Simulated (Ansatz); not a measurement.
# A hypothetical structure for Mn4P, part 2 of 2

This structure for Mn4P is made up. Its elements were placed in a known structure type with a cell scaled to their sizes. What cell does the guess relax to, and how far off was it?

Ansatz 0.2.0; DFT, PBE, plane-wave PAW, default files, scalar-relativistic, ferromagnetic start, cell and ions relaxed at zero pressure (the session's first sound run).

So far: The starting structure; Relaxation of the guess. The relaxed cell has a = 2.557, c = 28.715 Å (conventional setting).

### Step 3. Bands of the relaxed cell

With the geometry fixed, one more self-consistent run, with a narrower smearing and the mesh shown in its input, gives the bands, and its pressure, and its forces where symmetry allows any, show how far the geometry depends on these settings.

This step: DFT, PBE, plane-wave PAW, default files, scalar-relativistic, no spin, bands and density of states at the relaxed cell (Ansatz 0.2.0).

input.yaml reads:

```yaml
crystal:
  lattice:
    - [1.278576927, 0.7381867328, 9.5716841083]
    - [-1.278576927, 0.7381867328, 9.5716841083]
    - [0.0, -1.4763734661, 9.5716841083]
  atoms:
    - { symbol: Mn, position: [0.3971186115, 0.3971186115, 0.3971186115] }
    - { symbol: Mn, position: [0.7982350859, 0.7982350859, 0.7982350859] }
    - { symbol: Mn, position: [0.2017649141, 0.2017649141, 0.2017649141] }
    - { symbol: Mn, position: [0.6028813885, 0.6028813885, 0.6028813885] }
    - { symbol: P, position: [0.0, 0.0, 0.0] }
kpoints:
  mp_grid: { grid: [14, 14, 14] }
  band_path:
    path:
      - [[0.0, 0.0, 0.0], [0.5, 0.0, 0.0], [0.5, 0.17063186, -0.17063186]]
      - [[0.82936814, 0.5, 0.17063186], [0.5, 0.5, 0.5], [0.0, 0.0, 0.0], [0.33531593, 0.0, -0.33531593]]
      - [[0.66468407, 0.33531593, 0.0], [0.5, 0.5, 0.0], [0.66468407, 0.66468407, 0.17063186], [0.5, 0.5, 0.5]]
      - [[0.5, 0.0, 0.0], [0.82936814, 0.33531593, 0.33531593]]
    npoints: 8
scf:
  occupations: { method: fermi_dirac, width: 0.03 }
  n_extra_bands: 9
hamiltonian:
  xc: pbe
  pseudopotentials: { kind: paw }
output:
  forces: true
  stress: true
  write_bands: true
  dos: { projected: true }
  write_density: true
  write_potential: true
  elf: true
  volumetric_format: npy
```

Started as:

```console
ansatz run input.yaml --threads 4 --pin off --max-ram 8192MiB --backend cpu --events-out ev --progress --plain --runs-dir out
```

Numbers of over 12 decimals in the logs are rounded to 6 here.

The program printed:

```text
[...]
Crystal: 5 atoms, lattice volume = 54.204 Å³
Basis set: ecut = 420 eV, 1081 PW (Γ), FFT grids on a1−a2, a2, −a2+a3, exchange–correlation on 36×144×36 points (8 copies of the dense FFT grid, shifted against one another)
Bands: 42, of which v1, the nominal top of the filled ones, is band 33 counted from 1 (32 counted from 0)
Symmetry: 12 space group operations
[...]
k-points: 288 of 2744
[...]
SCF iter   1: F=—  HF=-16350.986570 eV  |F-HF|=—  |Δ(HF+E_count)|=         —  Δρ=6.34e-3  dr2=1.70e-2  ethr=1.77e-3  ⟨swp⟩=6.5  Hψ=46307  notcnv=0  defer=7
[...]
SCF iter   8: F=-16350.983138 eV  HF=-16350.983138 eV  |F-HF|=1.02e-9  |Δ(HF+E_count)|=   2.34e-8  Δρ=4.91e-6  dr2=6.29e-9  ethr=1.54e-10  ⟨swp⟩=10.2  Hψ=75217  notcnv=0
SCF 1 converged in 8 iterations: F = -16350.983138 eV  dr2 = 6.29e-9
[...]
NSCF: frozen V_eff on 76 k-points
SCF converged after 8 iterations
Free energy (F): -16350.983138 eV
[...]
Internal energy: -16350.961510 eV  (E = F + TS)
E sigma→0 (E₀):  -16350.972324 eV
Entropy (-TS):   -0.021628 eV (-4.326 meV/atom)
Fermi energy:    19.318153 eV
[...]
--- Forces (eV/Å), atoms counted from 1 ---
  atom   1  Mn    -0.00000000    -0.00000000     0.00338482
  atom   2  Mn     0.00000000    -0.00000000     0.00788861
  atom   3  Mn    -0.00000000     0.00000000    -0.00788861
  atom   4  Mn     0.00000000     0.00000000    -0.00338482
  atom   5  P     -0.00000000     0.00000000     0.00000000
  max |Σ_I F_I| component: 4.05e-18 eV/Å
--- Stress (GPa, compression-positive) ---
       -0.223193       0.000000      -0.000000
        0.000000      -0.223193      -0.000000
       -0.000000      -0.000000       0.237299
  P = ⅓ Tr σ = -0.0697 GPa (-0.697 kbar)
--- Band table (eV; the first three rows and the last of 288) ---
  k-point 0: bands = [... 29 lower, 18.2785, 18.2967, 18.2967, 18.9552, 19.5593, 19.5593, 19.6718, 19.6718, ... 5 higher]
  k-point 1: bands = [... 29 lower, 18.3424, 18.3909, 18.4598, 18.6881, 19.4162, 19.4535, 19.6708, 19.6918, ... 5 higher]
  k-point 2: bands = [... 29 lower, 18.4129, 18.5815, 18.6498, 18.6869, 19.1212, 19.2892, 19.6175, 19.7310, ... 5 higher]
  k-point 287: bands = [... 29 lower, 18.3432, 18.3432, 18.3459, 19.1743, 19.4904, 19.4904, 19.7189, 19.7189, ... 5 higher]
```

The job ended after 16 s (4 threads of Arm Neoverse V1, shared host; peak memory 0.73 GiB; 60 s of CPU time).

Numbers from this step:

```yaml
free_energy: -16350.9831 eV
energy_at_zero_smearing: -16350.9723 eV
smearing_term_ts: 0.02163 eV
pressure: -0.06970 GPa
```

From bands.tsv, the bands that come nearest the Fermi level along the path, at its corners, in eV from the Fermi level:

```
point  band 29  band 30  band 31  band 32  band 33  band 34  band 35  band 36
    Γ    -1.06    -1.04    -1.02    -1.02    -0.36     0.24     0.24     0.35
    L    -0.91    -0.80    -0.41     0.34     0.54     1.00     1.43     1.46
   B1    -1.61    -1.11    -1.03    -0.11     0.29     0.31     0.99     1.23
    B    -1.61    -1.11    -1.03    -0.11     0.29     0.31     0.99     1.23
    Z    -1.05    -0.97    -0.97    -0.97    -0.14     0.17     0.17     0.40
    Γ    -1.06    -1.04    -1.02    -1.02    -0.36     0.24     0.24     0.35
    X    -1.61    -1.11    -1.03    -0.11     0.29     0.31     0.98     1.30
    Q    -1.61    -1.11    -1.03    -0.11     0.29     0.31     0.98     1.30
    F    -1.07    -0.74    -0.16     0.76     0.95     1.27     1.43     1.46
   P1    -1.08    -0.86    -0.02     0.36     1.03     1.22     1.43     1.46
    Z    -1.05    -0.97    -0.97    -0.97    -0.14     0.17     0.17     0.40
    L    -0.91    -0.80    -0.41     0.34     0.54     1.00     1.43     1.46
    P    -1.08    -0.86    -0.02     0.36     1.03     1.22     1.43     1.46
```

States per cell as run, both spins, in windows of 1 eV, from dos.tsv (zero at the Fermi level):

| from | to | total |
| --- | --- | --- |
| -8 | -7 | 0.70 |
| -7 | -6 | 1.01 |
| -6 | -5 | 1.69 |
| -5 | -4 | 2.60 |
| -4 | -3 | 4.62 |
| -3 | -2 | 5.75 |
| -2 | -1 | 7.82 |
| -1 | 0 | 6.52 |
| 0 | 1 | 6.41 |
| 1 | 2 | 7.23 |

Below -8 eV lie 34.3 more states.

Electrostatic potential energy in the ac plane of the cell as run, not the conventional one, at fractional y = 0.000, with atoms of P within 0.2 Å of it. With pseudopotentials it is smooth inside the atoms' cores, unlike the true potential.

Ten even steps from '0' (-38 eV) to '9' (21 eV), each cell a mean:
```
001699999987689888999999971
200169999997557899999999997
830016999999743689999999999
984002799999973248999999999
998620379989996323799999999
999974247988899621369999999
999998646898889962126999999
999999876789878897312689999
899998998789987789731258988
779998889888998778974226898
766899888999999877898533689
864579987899999998789864468
986336898789999999888997557
898522589877899889988899866
789852148987789988898899998
889985213798778987789999999
999998521379888898657899999
999999962137998889853589999
999999996213799889973137999
999999999732379998996201689
999999999975347999999610048
899999999998645799999961003
279999999889875689999996100
027999999888898778999999610
```
Columns run along a (9.7 Å; values clipped at the 3rd and 97th percentile), rows up along c (9.7 Å). Atoms in or near the plane, at fractional coordinates: P at (0.00, 0.00).

ELF in the ac plane of the cell as run, not the conventional one, at fractional y = 0.000, with atoms of P within 0.2 Å of it. It is the smooth field of the valence electrons, not physical close to the nuclei.

Ten even steps from '_' (0.04) to '@' (0.72), each cell a mean:
```
____**@@##==--====--..::::::----::::::--====--==##@@**
##..__**@@**==----==::..----------::::::--========**@@
@@%%::__**@@**------==--::==++------------==========**
++%%@@==..##@@**--::--==--::++**==::==================
====%%@@**==%%@@**--::::----::**##++--==++==========--
==--==**@@%%##%%@@++::::::------**%%**----++====--====
==------++%%@@%%@@%%++::::::------**%%**----====------
--==----::==##@@@@%%##==::::::------**%%##----==--::::
..::==--::::--**%%%%%%**==::::::::----++%%##------::::
::..::----::::::==**####++--::::::::----++##**------::
::--::::----::::::--++****++--::::::::------**++------
----==--::----::::::::==++++++--::::::::------====----
--::--++++------::::::::--++++++==::::::::----::----::
::------****------::::::::--++****++--::::::----::::::
::::----==####==----::::::::==**######==::::::----::..
..::--==----##%%++------::::::==##%%%%%%**--::::--==::
--::::--==----##%%**----::::::::++%%@@@@@@##==----====
====----==++----**%%**------::::::++%%@@%%@@%%++------
============++----**%%++::----::::--**@@%%**%%@@**==--
==--============----++##++::----::::--**@@##--**@@%%++
++============--==--::==**==::--==--::--##@@++..==@@%%
@@**==========--::--------==--::--==----==##@@++__::%%
##@@**==--====--::::::----::--::..--==----==##@@++__..
__**@@**========--::::::::--::::::..--====--==##@@++__
```
Columns run along a (9.7 Å), rows up along c (9.7 Å). Atoms in or near the plane, at fractional coordinates: P at (0.00, 0.00).

Valence density in the ac plane of the cell as run, not the conventional one, at fractional y = 0.000, with atoms of P within 0.2 Å of it. It is the smooth field of the valence electrons, not physical close to the nuclei.

Ten steps, logarithmic in the rise over the least value, from '_' (0.1 e/Å³) to '@' (7.9 e/Å³), each cell a mean:
```
____====--::::::::::--==++==--------::::..::::::--====
==::..====--::::::::::--++**==--::----::......::::--==
====--::====--::::::::::==**##**--::::::::......::::--
::--==----====--::::::::::++##%%##==::::::::......::::
::::--==========--------::--++%%@@##==::::::::......::
::::::--==========------------++%%@@%%++::::::::::....
..::::::----======--------------++%%@@%%++--::::::::..
::::::::::----======------====----++%%@@@@**--::::::::
--::::::::--------------::--====----++%%@@%%**--::----
====::::::----------------::--====----==##@@%%**--::--
==++++--::::------::------::::--====------**%%##++----
--++****==::::--==--::::----::::::--==--::--++####++--
----++####++------==--::::::----::::------::::==++**==
------**%%%%**------==----::--------::------::::--==++
==--::--**%%@@##==----====--::----------------::::::--
::----::--**@@@@%%==----====--::----==--------::::::::
::::::::::--**@@@@%%++----==--------======----::::::::
....::::::::--**@@@@%%++--------------========--::::::
::....::::::::--++%%@@%%++--::--------==========--::::
::::......::::::::==##%%##==::::--------====--====--::
::::::......::::::::==**%%##==::::::::::--====::--==--
==::::::......::::::::--++##**==::::::::::--====..--==
====--::::......::--------==++++--::::::::::--====__::
..====--::::::..::::--==------====--::..::::::--====__
```
Columns run along a (9.7 Å), rows up along c (9.7 Å). Atoms in or near the plane, at fractional coordinates: P at (0.00, 0.00).

### Step 4. Results

```
space group, relaxed : R-3m
conventional cell    : a = 2.557, b = 2.557, c = 28.715 Å; α = 90.0°, β = 90.0°, γ = 120.0°
volume per atom      : 10.84 Å³ (guess 13.46)
total moment         : 0.00 μB in the cell of 5 atoms
```

Mn4P relaxes to R-3m with a = 2.557, b = 2.557 and c = 28.715 Å. The guessed volume was 24 % too large. The space group R-3m was held in the relaxation, so the end point is a stationary structure within it and may be a saddle against distortions or other arrangements. The moments died out from this one start and weren't seeded again at the relaxed cell. Bands cross the Fermi level, so it is a metal or semimetal at this level. The electron count is odd, which forces that without spin polarisation or a larger cell. On the 14×14×14 mesh with the narrower smearing (relaxed on 11×11×11) the largest force component is 0.008 eV/Å and the largest stress component is 0.237 GPa, against the relaxation's thresholds of 0.015 eV/Å and 0.05 GPa. The cutoff wasn't tested. A vector of the cell changed its length by 11 %, more than the volume shows. No dispersion term is used, so weakly bound directions may come out too long. Nothing here tests whether the compound is stable against decomposition.

[Logs are printed without paths, hosts, clocks, repeated set-up lines and the standing remarks that a program may print on its own settings, such as how far it seeks lower states.]

[Hosts, paths, dates, database ids (printed as entryN), source tags and the programs' standing remarks are cut or masked in the printed files.]
